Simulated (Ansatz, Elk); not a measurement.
# HgMo3: X-ray structure factors from the self-consistent density

The structure of HgMo3 used here is made up (a known structure type with other elements) and was relaxed beforehand with r2SCAN. The aim is the Fourier transform of its all-electron density, F(hkl), set beside the sum over free spherical atoms that refinements use.

Calculated with Elk 11.2.3 (patched build); DFT, PBE, all-electron APW+lo, Dirac cores, scalar-relativistic bands, static density, no spin.

This account leaves out most program logs.

The structure was built from a prototype and need not be the compound's stable phase.

## (1) The structure

Symmetry: Pm-3m, No. 221, cubic system. The conventional cell has a = 4.025 Å, b = 4.025 Å, c = 4.025 Å, α = 90.00°, β = 90.00°, γ = 90.00°. Nearest to Hg lie 12 Mo at 2.85 Å. Mo has 4 Hg at 2.85 Å and 8 Mo at 2.85 Å nearest. Farther neighbours are not listed.

## (2) Ground state and structure factors

An all-electron density is needed, since X-rays see the cores too. Task 0 finds the density and task 195 Fourier-transforms it; tshift is off so that phases refer to the origin typed.

elk.in

```
tasks
  0
  195

xctype
  20

spinpol
  .false.

rgkmax
  7.0

gmaxvr
  14.0

lmaxo
  7

lmaxapw
  8

swidth
  0.002

tshift
  .false.

ramdisk
  .false.

hmaxvr
  5.5

maxscl
  120

epspot
  1e-06

sppath
  './'

avec
  7.60695856146 -0.00000000000 -0.00000000000
  -0.00000000000 7.60695856146 -0.00000000000
  -0.00000000000 -0.00000000000 7.60695856146

atoms
  2
  'Hg.in'
  1
  -0.0000000000 -0.0000000000 -0.0000000000   0.000000 0.000000 0.000000
  'Mo.in'
  3
  0.5000000000 0.5000000000 0.0000000000   0.000000 0.000000 0.000000
  0.5000000000 0.0000000000 0.5000000000   0.000000 0.000000 0.000000
  -0.0000000000 0.5000000000 0.5000000000   0.000000 0.000000 0.000000

ngridk
  6 6 6
```

The run is started by

```sh
$ OMP_NUM_THREADS=4 elk
```

Run time: 18 s. Hardware: 4 threads of Arm Neoverse V2, shared host; peak memory 0.18 GiB; 49 s of CPU time.

SFACRHO.OUT:

```text

h k l indices transformed by vhmat matrix:
   1.000000000       0.000000000       0.000000000    
   0.000000000       1.000000000       0.000000000    
   0.000000000       0.000000000       1.000000000    

      h      k      l  multipl.   |H|            Re(F)            Im(F)           |F|

      0      0      0      1   0.0000000       206.00000     -0.15592301E-16   206.00000    
     -1      0      0      6  0.82597864       36.751942     -0.40119903E-13   36.751942    
      1     -1      0     12   1.1681102       35.663212      0.40188939E-14   35.663212    
     -1     -1     -1      8   1.4306370       163.03226      0.10900967E-12   163.03226    
      0      0     -2      6   1.6519573       155.49851      0.69409262E-13   155.49851    
     -1     -2      0     24   1.8469444       32.568835     -0.46308696E-13   32.568835    
      1     -2      1     24   2.0232262       31.555013     -0.64249748E-13   31.555013    
      0      2     -2     12   2.3362204       135.76394     -0.63215446E-14   135.76394    
      0     -3      0      6   2.4779359       29.306585     -0.18685421E-13   29.306585    
     -1      2     -2     24   2.4779359       29.280320     -0.46740855E-13   29.280320    
      3      1      0     24   2.6119738       28.840970     -0.33174214E-13   28.840970    
      1     -3      1     24   2.7394612       125.61395     -0.15765580E-13   125.61395    
     -2      2      2      8   2.8612740       122.93750     -0.53985222E-13   122.93750    
     -3      2      0     24   2.9781083       27.293138     -0.27417976E-13   27.293138    
     -3      1      2     48   3.0905291       26.830261      0.61815870E-13   26.830261    
      0     -4      0      6   3.3039146       113.46301      0.99393762E-13   113.46301    
      2     -2     -3     24   3.4055972       25.470367     -0.39362766E-13   25.470367    
      4     -1      0     24   3.4055972       25.589615     -0.53051385E-13   25.589615
```

Elk indexes on the primitive cell of elk.in and gives |H| = 4π sin θ/λ in inverse bohr. Below, one row stands for each form hkl of the conventional cell (m members, Friedel mates merged), F is for one primitive cell and the density is static (no thermal factor). Free-atom factors are Waasmaier and Kirfel's, and R is Σm||F|−|F'||/Σm|F|.

```tsv
hkl	m	sin θ/λ (Å⁻¹)	abs F, DFT	neutral atoms	diff.
100	6	0.124	36.752	36.930	-0.178
110	12	0.176	35.663	35.603	+0.060
111	8	0.215	163.032	164.019	-0.987
200	6	0.248	155.499	156.436	-0.937
210	24	0.278	32.569	32.465	+0.103
211	24	0.304	31.555	31.658	-0.103
220	12	0.351	135.764	135.516	+0.248
300	6	0.373	29.307	29.574	-0.267
221	24	0.373	29.280	29.574	-0.293
310	24	0.393	28.841	28.957	-0.116
311	24	0.412	125.614	125.226	+0.388
222	8	0.430	122.938	122.422	+0.516
320	24	0.448	27.293	27.290	+0.003
321	48	0.465	26.830	26.790	+0.040
400	6	0.497	113.463	113.305	+0.158
322	24	0.512	25.470	25.438	+0.033
410	24	0.512	25.590	25.438	+0.152
411	24	0.527	25.029	25.032	-0.003
330	12	0.527	24.822	25.032	-0.210
331	24	0.541	108.099	107.984	+0.115
420	24	0.555	106.425	106.409	+0.016
421	48	0.569	23.903	23.931	-0.028
```

## (3) The highest occupied states alone

An energy window below the Fermi level keeps the highest occupied states, to see at which angles they scatter; shallow core shells can lie inside it and anion s states outside. No new self-consistency is needed.

Changes to elk.in since step 2:

```diff
@@ -1,3 +1,2 @@
 tasks
-  0
   195
@@ -40,2 +39,5 @@
 
+wsfac
+  -0.025750 0.715240
+
 sppath
```

The run is started by

```sh
$ OMP_NUM_THREADS=4 elk
```

The job ended after 6.5 s (4 threads; peak memory 0.16 GiB).

States within 12 eV below the Fermi level hold 30.00 electrons; any levels below the window count with the cores. Their amplitudes can exceed the total, where window and core parts have opposite phase:

```tsv
hkl	sin θ/λ (Å⁻¹)	abs F, window	abs F, all
100	0.124	4.845	36.752
110	0.176	3.969	35.663
111	0.215	6.927	163.032
200	0.248	4.644	155.499
210	0.278	1.879	32.569
211	0.304	1.270	31.555
220	0.351	1.363	135.764
300	0.373	0.322	29.307
221	0.373	0.302	29.280
310	0.393	0.304	28.841
```

## (4) Another functional

The difference from free atoms is small, so it is set against the change that LDA (Perdew-Wang) makes.

Changes to elk.in since step 3:

```diff
@@ -1,2 +1,3 @@
 tasks
+  0
   195
@@ -4,3 +5,3 @@
 xctype
-  20
+  3
 
@@ -39,5 +40,2 @@
 
-wsfac
-  -0.025750 0.715240
-
 sppath
```

The run is started by

```sh
$ OMP_NUM_THREADS=4 elk
```

Elapsed: 11 s, on 4 threads; peak memory 0.16 GiB.

Against the first run R = 0.02 %; the largest change is -0.044 at 533.

## (5) Basis size

A smaller basis shows how fast F responds to it; the change is likely larger than the basis error of the first run, but doesn't show convergence.

Changes to elk.in since step 4:

```diff
@@ -5,3 +5,3 @@
 xctype
-  3
+  20
 
@@ -11,3 +11,3 @@
 rgkmax
-  7.0
+  5.5
```

The run is started by

```sh
$ OMP_NUM_THREADS=4 elk
```

The job ended after 17 s (4 threads; peak memory 0.18 GiB; 47 s of CPU time).

Against the first run R = 0.02 %; the largest change is +0.188 at 220.

## (6) A coarser k-mesh

About half the k-points along each axis test the sampling.

Changes to elk.in since step 5:

```diff
@@ -11,3 +11,3 @@
 rgkmax
-  5.5
+  7.0
 
@@ -60,2 +60,2 @@
 ngridk
-  6 6 6
+  3 3 3
```

The run is started by

```sh
$ OMP_NUM_THREADS=4 elk
```

Wall time 12 s (4 threads); peak memory 0.17 GiB; 23 s of CPU time.

Against the first run R = 0.01 %; the largest change is +0.044 at 400.

## (7) Settings against the effect

```tsv
run	R against the first run (%)	R against neutral atoms, low angle (%)	wall time
PBE, rgkmax 7	0.00	0.48	18 s
LDA (Perdew-Wang)	0.02	0.49	11 s
rgkmax 5.5	0.02	0.52	17 s
k-mesh 3×3×3	0.01	0.47	12 s
```

## (8) Results

| Quantity | Value |
| --- | --- |
| R against neutral atoms, sin θ/λ < 0.3 Å⁻¹ | 0.48 % |
| R against neutral atoms, 0.3 to 0.82 Å⁻¹ | 0.27 % |

In words: Independent neutral atoms miss the calculated amplitudes by R = 0.48 % below 0.3 Å⁻¹ and 0.27 % from there to 0.82 Å⁻¹; by shells, 0.49 % below 0.15 Å⁻¹ (1 form), 0.48 % 0.15 to 0.3 (4 forms), 0.35 % 0.3 to 0.45 (8 forms), 0.25 % above 0.45 (38 forms). Bonding, aspherical density and the tables' own atoms all enter these figures, and the runs don't part them. The largest change of an amplitude is -0.99 electrons, at 111. The window's part falls from 30.0 electrons at the origin to at most 0.43 between 0.45 and 0.82 Å⁻¹. Below 0.3 Å⁻¹ the changes that finished (LDA (Perdew-Wang), rgkmax 5.5 and k-mesh 3×3×3) move F by R = 0.04 % at most, against the 0.48 % that separates it from free atoms. These runs have no spin, though d or f shells may be open. Spin-orbit coupling is left out, which can matter for elements this heavy. Part of the difference isn't bonding: the tables are fits to free atoms and ions calculated by other methods than this functional. Thermal motion, anomalous dispersion and extinction are left out.

[Logs are printed without paths, hosts, clocks, repeated set-up lines and the standing remarks that a program may print on its own settings, such as how far it seeks lower states.]

[Hosts, paths, dates, database ids (printed as entryN), source tags and the programs' standing remarks are cut or masked in the printed files.]
